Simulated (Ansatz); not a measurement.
# Bilayer T-PtSe2 in a field along the normal: induced dipole (PBEsol)

A gate puts a field across bilayer T-PtSe2. How large is the induced dipole, and what happens to the gap?

All values are computed: Ansatz 0.2.0, PBEsol, plane waves, no spin–orbit coupling; sawtooth field with a dipole correction, atoms held at their zero-field places, cell area 12.01 Å². The field is the one in the vacuum. Energy changes count from the zero-field run.

```
field (V/Å)  dipole (e·Å)  energy change (meV)  gap on the path (eV)
       0.05         0.031                 -0.8                  0.14
        0.1         0.062                 -3.1                  0.14
        0.2             ?                    ?                     ?
        0.3         0.186                -27.9                  0.14
        0.4         0.249                -49.7                  0.14
```

**Fit.** A least-squares line through the shown values, as rounded, is dipole = 0.000 + 0.622 × field (V/Å); it misses them by 0.001 e·Å at most. The fit misses the rows by 0.000 e·Å on average, and their plain mean by 0.085 e·Å, so the fit does better. The slope is the electronic polarisability of the cell, α = 0.622 e·Å²/V. It also sets the energy, −αF²/2 for a sheet without a dipole of its own: -49.8 meV at 0.4 V/Å. From the weakest to the strongest field the gap on the path changes by +0.00 eV.

**The withheld row.** The prediction is 0.000 + 0.622 × (0.2) = 0.124 e·Å. The run gave dipole 0.124 e·Å, energy change -12.4 meV, gap on the path 0.14 eV. The miss in dipole is +0.000 e·Å, within the scatter of the fitted rows. The mean of the shown rows would have missed by -0.008 e·Å.

Ions don't move, so the lattice part of the screening is missing; semilocal functionals overestimate polarisabilities somewhat.

[Logs are printed without paths, hosts, clocks, repeated set-up lines and the standing remarks that a program may print on its own settings, such as how far it seeks lower states.]
